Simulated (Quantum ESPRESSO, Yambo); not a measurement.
**Si3N4 (Fd-3m): G0W0 in Yambo against the screening cutoff**

Wanted: the cheapest screening cutoff that holds the gap of Si3N4 (Fd-3m).

Main program and level: Yambo 5.3.0; PBE and many-body steps on it, plane waves.

## Step 1: Starting point

The structure is cubic, space group Fd-3m (No. 227). Conventional cell: a = 7.787 Å, b = 7.787 Å, c = 7.787 Å, α = 90.00°, β = 90.00°, γ = 90.00°. Nearest to Si lie 6 N at 1.89 Å. Nearest to Si lie 4 N at 1.79 Å. Nearest to N lie 4 Si at 1.79 to 1.89 Å. Farther neighbours and most contacts between anions are not listed.

As a file:

```cif
data_structure
_symmetry_space_group_name_H-M 'Fd-3m:1'
_symmetry_Int_Tables_number 227
_cell_length_a 7.7874
_cell_length_b 7.7874
_cell_length_c 7.7874
_cell_angle_alpha 90.000
_cell_angle_beta 90.000
_cell_angle_gamma 90.000
_cell_volume 472.26
loop_
_atom_site_label
_atom_site_type_symbol
_atom_site_symmetry_multiplicity
_atom_site_Wyckoff_symbol
_atom_site_fract_x
_atom_site_fract_y
_atom_site_fract_z
_atom_site_occupancy
Si1 Si 16 d 0.37500 0.87500 0.12500 1
Si2 Si 8 a 0.25000 0.25000 0.25000 1
N1 N 32 e 0.36756 0.86756 0.36756 1
```

The cell and positions are those that the Materials Project relaxed with its own functionals (PBE, PBE+U or r2SCAN), kept fixed. This is not the form that Si3N4 usually takes at ambient conditions.

## Step 2: 1.5 Ha

This step: Yambo 5.3.0; G0W0 on PBE, plane waves, norm-conserving pseudopotentials.

Now the one-shot GW correction: screening in the RPA, then the self-energy of the levels asked for.

gw7.in reads:

```
HF_and_locXC
gw0
dyson
ppa
em1d
rim_cut
RandQpts= 1000000
RandGvec= 1 RL
EXXRLvcs= 72 Ry
VXCRLvcs= 288 Ry
Chimod= "HARTREE"
% BndsRnXp
 1 | 121 |
%
NGsBlkXp= 3 Ry
% LongDrXp
 1 | 1 | 1 |
%
% GbndRnge
 1 | 121 |
%
DysSolver= "n"
ExtendOut
PPAPntXp= 27.21138 eV
% QPkrange
 6 | 6 | 31 | 34 |
 1 | 1 | 31 | 34 |
%
```

Started as:

```sh
$ OMP_NUM_THREADS=2 mpirun -n 4 yambo -F gw7.in -J gw7 -C gw7 > gw7.log
```

The program printed:

```text
 Yambo, version 5.3.0

 [02] CORE Variables Setup
 =========================

  [... cell, symmetries and grids as in the set-up ...]

  [02.05] Energies & Occupations
  ==============================

  [X] === General ===
  [X] Electronic Temperature                        :  0.000000  0.000000 [eV K]
  [X] Bosonic    Temperature                        :  0.000000  0.000000 [eV K]
  [X] Finite Temperature mode                       : no
  [X] El. density                                   :  0.54207E+24 [cm-3]
  [X] Fermi Level                                   :  10.95512 [eV]

  [X] === Gaps and Widths ===
  [X] Conduction Band Min                           :  3.398216 [eV]
  [X] Valence Band Max                              :  0.000000 [eV]
  [X] Filled Bands                                  :   32
  [X] Empty Bands                                   :    33   384
  [X] Direct Gap                                    :  3.406484 [eV]
  [X] Direct Gap localized at k                     :  1
  [X] Indirect Gap                                  :  3.398216 [eV]
  [X] Indirect Gap between kpts                     :   6   1
  [X] Last valence band width                       :  0.702966 [eV]
  [X] 1st conduction band width                     :  3.290624 [eV]

 [03] Transferred momenta grid and indexing
 ==========================================

 IBZ Q-points                                      :   8
 BZ  Q-points                                      :   64

 K/Q-points units:
 rlu = crystal or reduced units; cc = cartesian coordinates; iku = interal k-units

 Q [1]          [rlu]:  0.000000  0.000000  0.000000
 Q [2]          [rlu]:  0.22808E-16 -0.49479E-17  0.25000
 Q [3]          [rlu]: -0.45615E-16  0.98957E-17 -0.50000
 Q [4]          [rlu]:  0.10477E-17  0.25000      0.25000
 Q [5]          [rlu]:  0.23174E-16  0.25000      0.50000
 Q [6]          [rlu]:  0.10266E-15  0.25000     -0.25000
 Q [7]          [rlu]: -0.20954E-17 -0.50000     -0.50000
 Q [8]          [rlu]:  0.250000 -0.500000 -0.250000

 [04] Coloumb potential Random Integration (RIM)
 ===============================================

  [04.01] RIM initialization
  ==========================

  * Diagonal components only detected *

  8 x (sBL volume)        :  0.038916 [a.u.]
  sBZ random points       :  1000000
  Points outside the sBZ  :   7996195
  RL volume               :  0.311329 [a.u.]
  Integrated volume       :  0.311477 [a.u.]

  [04.02] RIM integrals
  =====================

  Gamma point sphere radius             :  0.061470 [a.u.]
  Points outside the sphere             :   799659
  [Int_sBZ(q=0) 1/q^2]*(Vol_sBZ)^(-1/3) =:  7.764404
                                 should be <:  7.795600

  Summary of Coulomb integrals for non-metallic bands |Q|[au] RIM/Bare

  Q [1] 0.100000E-4 0.995998 * Q [2] 0.184879 1.064860
  Q [4] 0.213480 1.063764 * Q [6] 0.301906 1.026684
  Q [5] 0.354016 1.019317 * Q [3] 0.369758 1.017217
  Q [7] 0.426959 1.013693 * Q [8] 0.477355 1.010740

 [WARNING] [Xp] User bands 1-121 break level degeneracy

 [05] Dipoles
 ============

  [05.01] Setup: observables and procedures
  =========================================

  [WARNING] [x,Vnl] slows the Dipoles computation. To neglect it rename the ns.kb_pp file

 [06] Dynamic Dielectric Matrix (PPA)
 ====================================

 [WR./gw7//ndb.pp]---------------------------------------------------------------
  Brillouin Zone Q/K grids (IBZ/BZ)                :    8   64    8   64
  RL vectors                                       :   9577 [WF]
  Coulomb cutoff potential                         : none
  Electronic Temperature                           :  0.000000 [K]
  Bosonic    Temperature                           :  0.000000 [K]
  PPA    diel. fun.  energies                      : Perdew, Burke & Ernzerhof(X)+Perdew, Burke & Ernzerhof(C)
  wavefunctions                                    : Perdew, Burke & Ernzerhof(X)+Perdew, Burke & Ernzerhof(C)
  Global Gauge                                     : length
  X matrix size                                    :   89
  X band range                                     :    1  121
  X e/h energy range                               : -1.000000 -1.000000 [eV]
  X Time ordering                                  : R
  X Hxc Kernel                                     : HARTREE
  X Drude frequency                                :  0.000000  0.000000
  X poles                                          :  100.0000 [o/o]
  RL vectors in the sum                            :   9577
  [r,Vnl] included                                 : yes
  Field direction                                  :  0.577350E-5  0.577350E-5  0.577350E-5
  BZ energy Double Grid                            : no
  BZ energy DbGd points                            : 0
  BZ Q point size factor                           : -1.000000
  X Optical Averaged directions                    : none

 [07] Local Exchange-Correlation + Non-Local Fock
 ================================================

 [VXC] Plane waves :   65763
 [EXS] Plane waves :   8291

 QP @ state[ 1 ] K range:  1  1
 QP @ state[ 1 ] b range:   31   34
 QP @ state[ 2 ] K range:   6   6
 QP @ state[ 2 ] b range:   31   34

 [xc] Functional : Perdew, Burke & Ernzerhof(X)+Perdew, Burke & Ernzerhof(C)
 [xc] LIBXC used to calculate xc functional
  PP Number of Atomic Species                      :  2
  NLCC RL compoments                               :   65763
  PP Number of Atomic Species                      :  2
  NLCC RL compoments                               :   65763

 [xc] E_xc :  -28.73699 [Ha]
      E_xc :  -57.47398 [Ry]

  Local XC kind (lXC) : Perdew, Burke & Ernzerhof(X)+Perdew, Burke & Ernzerhof(C)
  Non-Local XC kind (nlXC) : Hartree-Fock

  Corrections @ K [1] :  [eV]
 <31|nlXC|31> = -21.42823 -0.22052E-16 <31|lXC|31> = -17.68827 -0.75527E-15
 <32|nlXC|32> = -21.42821 -0.96113E-17 <32|lXC|32> = -17.68827 -0.75527E-15
 <33|nlXC|33> = -6.721588 -0.77272E-18 <33|lXC|33> = -11.36948  0.70806E-16
 <34|nlXC|34> = -6.721591 -0.10838E-17 <34|lXC|34> = -11.36948 -0.47204E-16

  Corrections @ K [6] :  [eV]
 <31|nlXC|31> = -20.81630  0.97270E-17 <31|lXC|31> = -16.87490  0.000000
 <32|nlXC|32> = -21.47475  0.84061E-17 <32|lXC|32> = -17.76122  0.37763E-15
 <33|nlXC|33> = -6.589471  0.18444E-18 <33|lXC|33> = -11.63886 -0.18882E-15
 <34|nlXC|34> = -7.017724  0.44518E-18 <34|lXC|34> = -12.25120  0.000000

 [08] Dyson equation: Newton solver
 ==================================

  [08.01] G0W0 (W PPA)
  ====================

  [  GW  ] Bands range     :    1  121
  [GW/PPA] G damping       :  0.100000 [eV]

  QP @ state[ 1 ] K range:  1  1
  QP @ state[ 1 ] b range:   31   34
  QP @ state[ 2 ] K range:   6   6
  QP @ state[ 2 ] b range:   31   34

   Sc/G bands                                       :    1  121
   Sc/G damping                                     :  0.100000 ev
   Sc bands terminator                              : no
   Sx RL components                                 :   8291

   QP @ state[ 1 ] K range                          :  1  1
   QP @ state[ 1 ] b range                          :   31   34
   QP @ state[ 2 ] K range                          :   6   6
   QP @ state[ 2 ] b range                          :   31   34
   GF energies kind                                 : Perdew, Burke & Ernzerhof(X)+Perdew, Burke & Ernzerhof(C)
   GF WF`s kind                                     : Perdew, Burke & Ernzerhof(X)+Perdew, Burke & Ernzerhof(C)
   Xs energies kind                                 : Perdew, Burke & Ernzerhof(X)+Perdew, Burke & Ernzerhof(C)
   Xs WF`s kind                                     : Perdew, Burke & Ernzerhof(X)+Perdew, Burke & Ernzerhof(C)

 [11] Game Over & Game summary
```

Run time: 92 s. Hardware: 4 MPI ranks of Arm Neoverse V2, shared host; peak memory 3.4 GiB; 12 min of CPU time.

This step gave:

| Property | Result |
| --- | --- |
| G0W0 gap on the points computed | 4.218 eV |
| starting gap on the mesh | 3.398 eV |
| k of the valence top | 0, 0.25, -0.25 |
| k of the conduction bottom | 0, 0, 0 |
| least direct G0W0 gap on the computed points | 4.258 eV |
| Z at the valence top | 0.8220 |
| Z at the conduction bottom | 0.8477 |

The gap on the mesh goes from 3.40 eV to 4.22 eV, a correction of +0.82 eV.

## Step 3: 2.5 Ha

gw8.in, as its differences from gw7.in of step 2:

```diff
@@ -14,3 +14,3 @@
 %
-NGsBlkXp= 3 Ry
+NGsBlkXp= 5 Ry
 % LongDrXp
```

Started as:

```sh
$ OMP_NUM_THREADS=2 mpirun -n 4 yambo -F gw8.in -J gw8 -C gw8 > gw8.log
```

The program printed:

```text
 Yambo, version 5.3.0

 [02] CORE Variables Setup
 =========================

  [... cell, symmetries and grids as in the set-up ...]

  [02.05] Energies & Occupations
  ==============================

  [X] === General ===
  [X] Electronic Temperature                        :  0.000000  0.000000 [eV K]
  [X] Bosonic    Temperature                        :  0.000000  0.000000 [eV K]
  [X] Finite Temperature mode                       : no
  [X] El. density                                   :  0.54207E+24 [cm-3]
  [X] Fermi Level                                   :  10.95512 [eV]

  [X] === Gaps and Widths ===
  [X] Conduction Band Min                           :  3.398216 [eV]
  [X] Valence Band Max                              :  0.000000 [eV]
  [X] Filled Bands                                  :   32
  [X] Empty Bands                                   :    33   384
  [X] Direct Gap                                    :  3.406484 [eV]
  [X] Direct Gap localized at k                     :  1
  [X] Indirect Gap                                  :  3.398216 [eV]
  [X] Indirect Gap between kpts                     :   6   1
  [X] Last valence band width                       :  0.702966 [eV]
  [X] 1st conduction band width                     :  3.290624 [eV]

 [03] Transferred momenta grid and indexing
 ==========================================

 IBZ Q-points                                      :   8
 BZ  Q-points                                      :   64

 K/Q-points units:
 rlu = crystal or reduced units; cc = cartesian coordinates; iku = interal k-units

 Q [1]          [rlu]:  0.000000  0.000000  0.000000
 Q [2]          [rlu]:  0.22808E-16 -0.49479E-17  0.25000
 Q [3]          [rlu]: -0.45615E-16  0.98957E-17 -0.50000
[...]
NLCC RL compoments                               :   65763
  PP Number of Atomic Species                      :  2
  NLCC RL compoments                               :   65763

 [xc] E_xc :  -28.73699 [Ha]
      E_xc :  -57.47398 [Ry]

  Local XC kind (lXC) : Perdew, Burke & Ernzerhof(X)+Perdew, Burke & Ernzerhof(C)
  Non-Local XC kind (nlXC) : Hartree-Fock

  Corrections @ K [1] :  [eV]
 <31|nlXC|31> = -21.42823 -0.22052E-16 <31|lXC|31> = -17.68827 -0.75527E-15
 <32|nlXC|32> = -21.42821 -0.96113E-17 <32|lXC|32> = -17.68827 -0.75527E-15
 <33|nlXC|33> = -6.721588 -0.77272E-18 <33|lXC|33> = -11.36948  0.70806E-16
[...]
Corrections @ K [6] :  [eV]
[...]
<33|nlXC|33> = -6.589471  0.18444E-18 <33|lXC|33> = -11.63886 -0.18882E-15
 <34|nlXC|34> = -7.017724  0.44518E-18 <34|lXC|34> = -12.25120  0.000000

 [08] Dyson equation: Newton solver
 ==================================

  [08.01] G0W0 (W PPA)
  ====================

  [  GW  ] Bands range     :    1  121
  [GW/PPA] G damping       :  0.100000 [eV]

  QP @ state[ 1 ] K range:  1  1
  QP @ state[ 1 ] b range:   31   34
  QP @ state[ 2 ] K range:   6   6
  QP @ state[ 2 ] b range:   31   34

   Sc/G bands                                       :    1  121
   Sc/G damping                                     :  0.100000 ev
   Sc bands terminator                              : no
   Sx RL components                                 :   8291

   QP @ state[ 1 ] K range                          :  1  1
   QP @ state[ 1 ] b range                          :   31   34
   QP @ state[ 2 ] K range                          :   6   6
   QP @ state[ 2 ] b range                          :   31   34
   GF energies kind                                 : Perdew, Burke & Ernzerhof(X)+Perdew, Burke & Ernzerhof(C)
   GF WF`s kind                                     : Perdew, Burke & Ernzerhof(X)+Perdew, Burke & Ernzerhof(C)
   Xs energies kind                                 : Perdew, Burke & Ernzerhof(X)+Perdew, Burke & Ernzerhof(C)
   Xs WF`s kind                                     : Perdew, Burke & Ernzerhof(X)+Perdew, Burke & Ernzerhof(C)

 [11] Game Over & Game summary
```

Wall time 1.7 min (4 MPI ranks); peak memory 3.4 GiB.

This step gave:

- G0W0 gap on the points computed: 4.278 eV
- starting gap on the mesh: 3.398 eV
- k of the valence top: 0, 0.25, -0.25
- k of the conduction bottom: 0, 0, 0
- least direct G0W0 gap on the computed points: 4.319 eV
- Z at the valence top: 0.8151
- Z at the conduction bottom: 0.8452

Against the run before, the gap moves by +0.060 eV.

## Step 4: 4.75 Ha

gw9.in, as its differences from gw8.in of step 3:

```diff
@@ -14,3 +14,3 @@
 %
-NGsBlkXp= 5 Ry
+NGsBlkXp= 9.5 Ry
 % LongDrXp
```

Started as:

```sh
$ OMP_NUM_THREADS=2 mpirun -n 4 yambo -F gw9.in -J gw9 -C gw9 > gw9.log
```

The program printed:

```text
 Yambo, version 5.3.0

 [02] CORE Variables Setup
 =========================

  [... cell, symmetries and grids as in the set-up ...]

  [02.05] Energies & Occupations
  ==============================

  [X] === General ===
  [X] Electronic Temperature                        :  0.000000  0.000000 [eV K]
  [X] Bosonic    Temperature                        :  0.000000  0.000000 [eV K]
  [X] Finite Temperature mode                       : no
  [X] El. density                                   :  0.54207E+24 [cm-3]
[...]
QP @ state[ 1 ] b range                          :   31   34
   QP @ state[ 2 ] K range                          :   6   6
   QP @ state[ 2 ] b range                          :   31   34
   GF energies kind                                 : Perdew, Burke & Ernzerhof(X)+Perdew, Burke & Ernzerhof(C)
   GF WF`s kind                                     : Perdew, Burke & Ernzerhof(X)+Perdew, Burke & Ernzerhof(C)
   Xs energies kind                                 : Perdew, Burke & Ernzerhof(X)+Perdew, Burke & Ernzerhof(C)
   Xs WF`s kind                                     : Perdew, Burke & Ernzerhof(X)+Perdew, Burke & Ernzerhof(C)

 [11] Game Over & Game summary
```

Elapsed: 3.6 min, on 4 MPI ranks; peak memory 3.4 GiB.

Numbers from this step:

- G0W0 gap on the points computed: 4.356 eV
- starting gap on the mesh: 3.398 eV
- k of the valence top: 0, 0.25, -0.25
- k of the conduction bottom: 0, 0, 0
- least direct G0W0 gap on the computed points: 4.406 eV

Against the run before, the gap moves by +0.078 eV.

## Step 5: 6 Ha

gw10.in, as its differences from gw9.in of step 4:

```diff
@@ -14,3 +14,3 @@
 %
-NGsBlkXp= 9.5 Ry
+NGsBlkXp= 12 Ry
 % LongDrXp
```

Started as:

```sh
$ OMP_NUM_THREADS=2 mpirun -n 4 yambo -F gw10.in -J gw10 -C gw10 > gw10.log
```

The program printed:

```text
 Yambo, version 5.3.0

 [02] CORE Variables Setup
 =========================

  [... cell, symmetries and grids as in the set-up ...]

  [02.05] Energies & Occupations
  ==============================

  [X] === General ===
  [X] Electronic Temperature                        :  0.000000  0.000000 [eV K]
  [X] Bosonic    Temperature                        :  0.000000  0.000000 [eV K]
  [X] Finite Temperature mode                       : no
  [X] El. density                                   :  0.54207E+24 [cm-3]
[...]
QP @ state[ 1 ] b range                          :   31   34
   QP @ state[ 2 ] K range                          :   6   6
   QP @ state[ 2 ] b range                          :   31   34
   GF energies kind                                 : Perdew, Burke & Ernzerhof(X)+Perdew, Burke & Ernzerhof(C)
   GF WF`s kind                                     : Perdew, Burke & Ernzerhof(X)+Perdew, Burke & Ernzerhof(C)
   Xs energies kind                                 : Perdew, Burke & Ernzerhof(X)+Perdew, Burke & Ernzerhof(C)
   Xs WF`s kind                                     : Perdew, Burke & Ernzerhof(X)+Perdew, Burke & Ernzerhof(C)

 [11] Game Over & Game summary
```

Run time: 4.8 min. Hardware: 4 MPI ranks; peak memory 3.5 GiB; 36 min of CPU time.

This step gave:

```
G0W0 gap on the points computed              : 4.357 eV
starting gap on the mesh                     : 3.398 eV
k of the valence top                         : 0, 0.25, -0.25
k of the conduction bottom                   : 0, 0, 0
least direct G0W0 gap on the computed points : 4.408 eV
```

Against the run before, the gap moves by +0.001 eV.

## Step 6: 7.5 Ha

gw11.in, as its differences from gw10.in of step 5:

```diff
@@ -14,3 +14,3 @@
 %
-NGsBlkXp= 12 Ry
+NGsBlkXp= 15 Ry
 % LongDrXp
```

Started as:

```sh
$ OMP_NUM_THREADS=2 mpirun -n 4 yambo -F gw11.in -J gw11 -C gw11 > gw11.log
```

The program printed:

```text
 Yambo, version 5.3.0

 [02] CORE Variables Setup
 =========================

  [... cell, symmetries and grids as in the set-up ...]

  [02.05] Energies & Occupations
  ==============================

  [X] === General ===
  [X] Electronic Temperature                        :  0.000000  0.000000 [eV K]
  [X] Bosonic    Temperature                        :  0.000000  0.000000 [eV K]
  [X] Finite Temperature mode                       : no
  [X] El. density                                   :  0.54207E+24 [cm-3]
[...]
QP @ state[ 1 ] b range                          :   31   34
   QP @ state[ 2 ] K range                          :   6   6
   QP @ state[ 2 ] b range                          :   31   34
   GF energies kind                                 : Perdew, Burke & Ernzerhof(X)+Perdew, Burke & Ernzerhof(C)
   GF WF`s kind                                     : Perdew, Burke & Ernzerhof(X)+Perdew, Burke & Ernzerhof(C)
   Xs energies kind                                 : Perdew, Burke & Ernzerhof(X)+Perdew, Burke & Ernzerhof(C)
   Xs WF`s kind                                     : Perdew, Burke & Ernzerhof(X)+Perdew, Burke & Ernzerhof(C)

 [11] Game Over & Game summary
```

Wall time 8.5 min (4 MPI ranks); peak memory 3.5 GiB.

Numbers from this step:

| Item | Value |
| --- | --- |
| G0W0 gap on the points computed | 4.361 eV |
| starting gap on the mesh | 3.398 eV |
| k of the valence top | 0, 0.25, -0.25 |
| k of the conduction bottom | 0, 0, 0 |
| least direct G0W0 gap on the computed points | 4.412 eV |

Against the run before, the gap moves by +0.004 eV.

## Step 7: The runs together

Times are wall times on 4 MPI ranks of Arm Neoverse V2, shared host, good to a factor of about two.

```tsv
run	mesh	bands	screening cutoff (eV)	DFT gap (eV)	gap on the mesh (eV)	direct (eV)	time
1.5 Ha	4×4×4	121	40.8	3.398	4.218	4.258	92 s
2.5 Ha	4×4×4	121	68	3.398	4.278	4.319	1.7 min
4.75 Ha	4×4×4	121	129.3	3.398	4.356	4.406	3.6 min
6 Ha	4×4×4	121	163.3	3.398	4.357	4.408	4.8 min
7.5 Ha	4×4×4	121	204.1	3.398	4.361	4.412	8.5 min
```

## Step 8: What came out

```json
{"1.5 Ha": "4.218 eV", "2.5 Ha": "4.278 eV", "4.75 Ha": "4.356 eV", "6 Ha": "4.357 eV", "7.5 Ha": "4.361 eV", "known limits": "not at the basis limit"}
```

In words: The setting moved: screening cutoff. From 1.5 Ha to 7.5 Ha the gap moves by +0.14 eV, for 5.5 times the time. It holds to 0.03 eV from 4.75 Ha on. Bands and screening cutoff are coupled, so a series along one setting does not show full convergence. Bands and cutoff are finite, so the gap is not at the basis limit. The miss can reach some tenths of an eV and take either sign; the mesh is an error of its own. In the G0W0 runs levels were corrected at 2 k points alone, so a gap called «on the mesh» is the least over those, and an edge elsewhere would be missed.

[Paths, hosts, dates, memory and timing lines, banners, echoed tables and standing remarks are left out of the program output.]

[Logs are printed without paths, hosts, clocks, repeated set-up lines and the standing remarks that a program may print on its own settings, such as how far it seeks lower states.]

[Runs of the session that timed out or met a known fault of the program may be left out.]

[Hosts, paths, dates, database ids (printed as entryN), source tags and the programs' standing remarks are cut or masked in the printed files.]
